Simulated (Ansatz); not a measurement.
# Decaying states in the gap of BeSnF6, part 2 of 2

A new crystal, BeSnF6: structure, gap and complex bands. It is built by putting Be for Ca in the CaSnF6 structure of space group R-3, with the volume rescaled by atomic radii. The parent structure comes from the Materials Project.

Ansatz 0.2.0; LDA DFT, plane waves, PAW files (the session's first sound run).

So far, gap on the k-mesh (eV): step 3 (the bulk crystal and its band edges) 5.11; step 4 (complex bands, plane (001), k-mesh 8×8×8) 5.10.

The structure was built from a prototype and need not be the compound's stable phase.

## Step 5: Complex bands, plane (101), k-mesh 6×6×6

The same for the (101) plane, at (0, 0), (-0.1146, -0.1354) and (0.0208, -0.1458), to see how the decay depends on direction.

Contents of input.yaml:

```yaml
crystal:
  lattice:
    - [5.056279116, 0.0, 0.0]
    - [2.228995664, 4.19194785, 0.0]
    - [2.228995664, 1.503359006, 3.913098322]
  atoms:
    - { symbol: Be, position: [0.0, 0.0, 0.0] }
    - { symbol: Sn, position: [0.5, 0.5, 0.5] }
    - { symbol: F, position: [0.7663774955, 0.7708860552, 0.0987379784] }
    - { symbol: F, position: [0.7663774955, 0.3639984709, 0.7708860552] }
    - { symbol: F, position: [0.2336225045, 0.9012620216, 0.6360015291] }
    - { symbol: F, position: [0.2336225045, 0.6360015291, 0.2291139448] }
    - { symbol: F, position: [0.2336225045, 0.2291139448, 0.9012620216] }
    - { symbol: F, position: [0.7663774955, 0.0987379784, 0.3639984709] }
kpoints:
  mp_grid: { grid: [6, 6, 6] }
scf:
  occupations: { method: fixed }
hamiltonian:
  xc: lda
output:
  eigenvalues: true
  transmission:
    leads: [[0, 0]]
    kpoints: [[0.0, 0.0], [-0.1146, -0.1354], [0.0208, -0.1458]]
    e_range: [-1.0, 6.1]
    de: 0.12
```

Run with:

```console
> ansatz run input.yaml --threads 2 --pin off --max-ram 4096MiB --backend cpu --events-out ev --progress --plain --runs-dir out
```

It took 17 s on 2 threads of INTEL XEON PLATINUM 8581C at 2.30GHz (Emerald Rapids), shared host; peak memory 0.68 GiB; 34 s of CPU time.

This step gave:

```yaml
free_energy: -10735.0577 eV
fermi_energy: 2.703 eV
gap_on_the_k_mesh: 5.105 eV
level_to_which_the_leads_are_filled: 2.553 eV from the Fermi level
decay_constant_at_the_filling_level_zone_centre: 0.4606 Å⁻¹
decay_constant_at_the_filling_level_slowest_listed_point: 0.4606 Å⁻¹
```

K parallel (0, 0); values up to 1.5 1/Å, a degenerate pair printed once or twice; energies at which all values exceed this have no row. Im kz of the slowest decaying states against energy, zero at the highest filled level on the SCF mesh:

```
energy (eV)  decay 1 (Å⁻¹)  decay 2 (Å⁻¹)  decay 3 (Å⁻¹)  decay 4 (Å⁻¹)
      -1.00         0.0934          0.108          0.185          0.192
      -0.64          0.169          0.198          0.592          0.944
      -0.28         0.0706          0.239          0.338          0.547
      -0.04          0.206          0.409          0.499          0.550
       0.08          0.298          0.303          0.324          0.554
       0.44          0.343          0.456          0.563          0.641
       0.80          0.390          0.518          0.678          0.697
       1.16          0.423          0.563          0.740          0.757
       1.52          0.444          0.597          0.774          0.821
       1.88          0.457          0.625          0.801          0.877
       2.24          0.462          0.647          0.822          0.929
       2.60          0.461          0.666          0.838          0.977
       2.84          0.456          0.676          0.846           1.01
       3.20          0.443          0.688          0.856           1.06
       3.56          0.421          0.698          0.861          0.865
       3.92          0.389          0.705          0.863          0.871
       4.28          0.343          0.709          0.863          0.874
       4.64          0.273          0.712          0.860          0.875
       5.00          0.138          0.712          0.854          0.874
       5.36          0.710          0.845          0.870           1.07
       5.72          0.706          0.832          0.865           1.08
       6.08          0.699          0.815          0.859           1.08
```

K parallel (-0.1146, -0.1354); values up to 1.5 1/Å, a degenerate pair printed once or twice; energies at which all values exceed this have no row. The Im kz of the slowest decaying states by energy, zero at the highest filled level on the SCF mesh:

```
energy (eV)  decay 1 (Å⁻¹)  decay 2 (Å⁻¹)  decay 3 (Å⁻¹)  decay 4 (Å⁻¹)
      -1.00         0.0848         0.0905         0.0909          0.181
      -0.76         0.0781          0.127          0.167          0.170
      -0.40          0.208          0.288          0.295          0.312
      -0.16          0.110          0.121          0.128          0.369
      -0.04         0.0574          0.309          0.475          0.483
       0.08          0.200          0.297          0.310          0.422
       0.44          0.342          0.571          0.594          0.643
       0.68          0.388          0.608          0.638          0.675
       1.04          0.434          0.618          0.718          0.718
       1.28          0.455          0.631          0.741          0.763
       1.52          0.471          0.644          0.762          0.800
       1.88          0.487          0.662          0.787          0.828
       2.12          0.493          0.673          0.800          0.843
       2.36          0.496          0.683          0.811          0.857
       2.72          0.494          0.696          0.823          0.874
       2.96          0.489          0.704          0.829          0.883
       3.20          0.481          0.710          0.834          0.891
       3.56          0.462          0.718          0.838          0.901
       3.80          0.444          0.722          0.840          0.906
       4.04          0.421          0.725          0.841          0.910
       4.40          0.375          0.728          0.840          0.913
       4.64          0.333          0.729          0.839          0.914
       5.00          0.235          0.729          0.834          0.914
       5.24         0.0989          0.728          0.830          0.912
       5.48          0.726          0.825          0.909           1.03
       5.84          0.721          0.815          0.903           1.03
       6.08          0.717          0.806          0.898           1.03
```

K parallel (0.0208, -0.1458); values up to 1.5 1/Å, a degenerate pair printed once or twice; energies at which all values exceed this have no row. Im kz of the slowest decaying states against energy, zero at the highest filled level on the SCF mesh:

```
energy (eV)  decay 1 (Å⁻¹)  decay 2 (Å⁻¹)  decay 3 (Å⁻¹)  decay 4 (Å⁻¹)
      -1.00         0.0139         0.0524         0.0947         0.0978
      -0.64         0.0671          0.117          0.152          0.226
      -0.28         0.0713         0.0996          0.227          0.261
      -0.04         0.0980          0.339          0.397          0.425
       0.08          0.242          0.271          0.316          0.453
       0.44          0.378          0.547          0.591          0.612
       0.80          0.433          0.616          0.656          0.665
       1.16          0.466          0.626          0.720          0.734
       1.52          0.488          0.646          0.762          0.800
       1.88          0.500          0.666          0.795          0.824
       2.24          0.506          0.684          0.820          0.841
       2.60          0.505          0.699          0.839          0.855
       2.84          0.501          0.707          0.849          0.862
       3.20          0.490          0.718          0.858          0.871
       3.56          0.472          0.727          0.862          0.878
       3.92          0.445          0.733          0.862          0.883
       4.28          0.407          0.737          0.858          0.887
       4.64          0.352          0.739          0.850          0.888
       5.00          0.267          0.739          0.839          0.888
       5.36         0.0488          0.738          0.825          0.886
       5.72          0.734          0.806          0.883           1.10
       6.08          0.728          0.783          0.878           1.10
```

At the listed wavevectors the last open channel is at -0.04 eV and the next at +5.12 eV on the grid. At +2.60 eV, the grid energy nearest the filling level (the middle of the gap on the SCF mesh), the slowest state at the listed wavevectors decays with κ = 0.461 Å⁻¹, its amplitude falling by e over 2.2 Å; the first such run, plane (001), gave 0.437 Å⁻¹.

## Step 6: Band edges at another level

This step: PBEsol DFT, plane waves, PAW files (Ansatz 0.2.0).

The edges again with PBEsol, at the same atoms.

Contents of input.yaml:

```yaml
crystal:
  lattice:
    - [2.3738601712, 1.3705488089, 4.2488048138]
    - [-2.3738601712, 1.3705488089, 4.2488048138]
    - [0.0, -2.7410976177, 4.2488048138]
  atoms:
    - { symbol: Be, position: [0.0, 0.0, 0.0] }
    - { symbol: Sn, position: [0.5, 0.5, 0.5] }
    - { symbol: F, position: [0.6360015291, 0.2291139448, 0.9012620216] }
    - { symbol: F, position: [0.9012620216, 0.6360015291, 0.2291139448] }
    - { symbol: F, position: [0.7708860552, 0.0987379784, 0.3639984709] }
    - { symbol: F, position: [0.0987379784, 0.3639984709, 0.7708860552] }
    - { symbol: F, position: [0.3639984709, 0.7708860552, 0.0987379784] }
    - { symbol: F, position: [0.2291139448, 0.9012620216, 0.6360015291] }
kpoints:
  mp_grid: { grid: [6, 6, 6] }
  band_path: { path: [VBM, CBM], npoints: 30 }
scf:
  occupations: { method: fixed }
hamiltonian:
  xc: pbesol
output:
  eigenvalues: true
```

The job ended after 6.1 s (2 threads; peak memory 0.45 GiB; 12 s of CPU time).

Numbers from this step:

| Property | Result |
| --- | --- |
| free energy | -10847.2053 eV |
| Fermi energy | 3.002 eV |
| gap on the k-mesh | 5.219 eV |
| gap on path | 5.215 eV, by band count; negative where bands overlap |
| direct gap on path | 5.277 eV |

Electronic bands along the path, in eV, zero at the Fermi level (highest filled level under fixed occupations); v1 is the highest filled band, c1 the lowest empty one:

```
  point     v4     v3     v2     v1    c1
    VBM  -0.44  -0.21  -0.11   0.00  5.80
halfway  -0.30  -0.20  -0.07  -0.02  5.39
    CBM  -0.22  -0.19  -0.06  -0.06  5.22
```

The searched edges give 5.22 eV, against 5.22 eV on the mesh.

## Step 7: Complex bands at another level

This step: PBEsol DFT, plane waves, PAW files; complex bands by layer matching along the plane's normal (Ansatz 0.2.0).

The complex bands at that level, over its own gap, at (0, 0) and (0.1354, -0.1458).

Contents of input.yaml:

```yaml
crystal:
  lattice:
    - [4.747720342, 0.0, 0.0]
    - [2.373860171, 4.111646427, 0.0]
    - [2.373860171, -1.370548809, 4.248804814]
  atoms:
    - { symbol: Be, position: [0.0, 0.0, 0.0] }
    - { symbol: Sn, position: [0.0, 0.5, 0.5] }
    - { symbol: F, position: [0.8651154739, 0.7708860552, 0.2336225045] }
    - { symbol: F, position: [0.5372635507, 0.3639984709, 0.2336225045] }
    - { symbol: F, position: [0.8696240336, 0.9012620216, 0.7663774955] }
    - { symbol: F, position: [0.4627364493, 0.6360015291, 0.7663774955] }
    - { symbol: F, position: [0.1348845261, 0.2291139448, 0.7663774955] }
    - { symbol: F, position: [0.1303759664, 0.0987379784, 0.2336225045] }
kpoints:
  mp_grid: { grid: [8, 8, 8] }
scf:
  occupations: { method: fixed }
hamiltonian:
  xc: pbesol
output:
  eigenvalues: true
  transmission:
    leads: [[0, 0]]
    kpoints: [[0.0, 0.0], [0.1354, -0.1458]]
    e_range: [-1.0, 6.22]
    de: 0.18
```

It took 8.2 s on 2 threads; peak memory 0.58 GiB; 16 s of CPU time.

Numbers from this step:

- Fermi energy: 3.004 eV
- gap on the k-mesh: 5.217 eV
- level to which the leads are filled: 2.609 eV from the Fermi level
- decay constant at the filling level, zone centre: 0.4424 Å⁻¹
- decay constant at the filling level, slowest listed point: 0.4424 Å⁻¹

K parallel (0, 0); values up to 1.5 1/Å, a degenerate pair printed once or twice; energies at which all values exceed this have no row. Im kz of the slowest decaying states against energy, zero at the highest filled level on the SCF mesh:

```
energy (eV)  decay 1 (Å⁻¹)  decay 2 (Å⁻¹)  decay 3 (Å⁻¹)  decay 4 (Å⁻¹)
      -1.00         0.0722          0.413           1.39           1.48
      -0.64          0.111          0.111          0.615          0.971
      -0.28          0.314          0.328          0.720           1.45
       0.08          0.204          0.311          0.311          0.793
       0.44          0.295          0.459          0.849           1.15
       0.80          0.351          0.540          0.893           1.30
       1.16          0.389          0.600          0.930           1.39
       1.52          0.415          0.647          0.959           1.37
       1.88          0.432          0.687          0.984           1.36
       2.24          0.441          0.720           1.01           1.34
       2.60          0.442          0.749           1.02           1.33
       2.96          0.437          0.773           1.04           1.31
       3.32          0.425          0.794           1.05           1.30
       3.68          0.404          0.813          0.813           1.06
       4.04          0.373          0.829           1.07           1.26
       4.40          0.328          0.843           1.07           1.25
       4.76          0.259          0.854           1.08           1.23
       5.12          0.126          0.864           1.08           1.21
       5.48          0.872           1.08           1.20              -
       5.84          0.879           1.08           1.18              -
       6.20          0.884           1.07           1.17              -
```

K parallel (0.1354, -0.1458); values up to 1.5 1/Å, a degenerate pair printed once or twice; energies at which all values exceed this have no row. Im kz of the slowest decaying states against energy, zero at the highest filled level on the SCF mesh:

```
energy (eV)  decay 1 (Å⁻¹)  decay 2 (Å⁻¹)  decay 3 (Å⁻¹)  decay 4 (Å⁻¹)
      -1.00         0.0761          0.167          0.238          0.552
      -0.64         0.0717          0.212          0.266          0.313
      -0.46         0.0988          0.173          0.179          0.263
      -0.10         0.0898          0.218          0.244          0.329
       0.08          0.249          0.300          0.318          0.363
       0.44          0.385          0.460          0.461          0.477
       0.80          0.456          0.531          0.543          0.552
       0.98          0.482          0.558          0.575          0.582
       1.34          0.523          0.602          0.629          0.632
       1.52          0.539          0.620          0.651          0.654
       1.88          0.562          0.654          0.690          0.692
       2.24          0.573          0.685          0.720          0.723
       2.42          0.575          0.701          0.733          0.738
       2.78          0.572          0.731          0.756          0.763
       2.96          0.568          0.744          0.766          0.774
       3.32          0.556          0.769          0.783          0.793
       3.68          0.538          0.790          0.798          0.809
       3.86          0.526          0.800          0.805          0.816
       4.22          0.497          0.817          0.819          0.826
       4.40          0.478          0.822          0.827          0.829
       4.76          0.432          0.832          0.833          0.844
       5.12          0.367          0.834          0.840          0.859
       5.30          0.322          0.834          0.844          0.865
       5.66          0.176          0.834          0.851          0.873
       5.84          0.833          0.855          0.877          0.878
       6.20          0.829          0.864          0.881          0.883
```

At the listed wavevectors the last open channel is at -0.10 eV and the next at +5.30 eV on the grid. At +2.60 eV, the grid energy nearest the filling level (the middle of the gap on the SCF mesh), the slowest state at the listed wavevectors decays with κ = 0.442 Å⁻¹, its amplitude falling by e over 2.3 Å; the first such run, plane (001), gave 0.437 Å⁻¹ over as many of its listed wavevectors.

## Step 8: A check of the settings

This step: LDA DFT, plane waves, PAW files; complex bands by layer matching along the plane's normal; changed: magnetization = {"spin_polarized": true, "initial_magnetization": 40}, scf.max_iter = 75 (Ansatz 0.2.0).

This run repeats an earlier one, its twin (the complex run, plane (001)), with three settings changed (scf.max_iter, magnetization.spin_polarized, magnetization.initial_magnetization; files written aside). The setting was drawn as a possible misstep, on purpose. Where the input is shown as a difference, that is against the step before, not the twin.

Changes to input.yaml since step 7:

```diff
@@ -18,4 +18,5 @@
   occupations: { method: fixed }
+  max_iter: 75
 hamiltonian:
-  xc: pbesol
+  xc: lda
 output:
@@ -24,4 +25,7 @@
     leads: [[0, 0]]
-    kpoints: [[0.0, 0.0], [0.1354, -0.1458]]
-    e_range: [-1.0, 6.22]
+    kpoints: [[0.0, 0.0], [0.1354, -0.1458], [0.5, 0.0]]
+    e_range: [-1.0, 6.1]
     de: 0.18
+magnetization:
+  spin_polarized: true
+  initial_magnetization: 40
```

Wall time 0.08 s (2 threads); peak memory 0.099 GiB.

The program refused the input before any cycle.

The program's message: “Error: inconsistent input (scf.occupations.method, magnetization): a σ = 0 step fill (method: fixed, or a smearing width below the step floor) with no hard lock on the total moment puts the same N_el/ …”

The change that led to it: magnetization.

## Step 9: Summary of results

- band gap: 5.10 eV
- least decay constant at mid-gap, normal to (001): 0.437 Å⁻¹
- least decay constant at mid-gap, normal to (101): 0.461 Å⁻¹
- least decay constant, PBEsol: 0.442 Å⁻¹

**Reading.** With LDA, the slowest decay at the wavevectors tried is κ = 0.437 Å⁻¹, normal to (001). Through such a film the transmission near mid-gap falls as exp(−2κd), a factor of ten every 2.6 Å. The directions tried decay at nearly the same rate. A free electron under a barrier of half the gap would need a mass of 0.28 mₑ to decay at this rate. With PBEsol the gap goes from 5.10 to 5.22 eV and the decay constant, over the first 2 listed wavevectors, from 0.437 to 0.442 Å⁻¹. The compound is made up by substitution; its stability against other phases and against distortions of the cell's symmetry was not tested. A semilocal functional narrows gaps, so real decay constants are likely larger.

[Logs are printed without paths, hosts, clocks, repeated set-up lines and the standing remarks that a program may print on its own settings, such as how far it seeks lower states.]

[Hosts, paths, dates, database ids (printed as entryN), source tags and the programs' standing remarks are cut or masked in the printed files.]
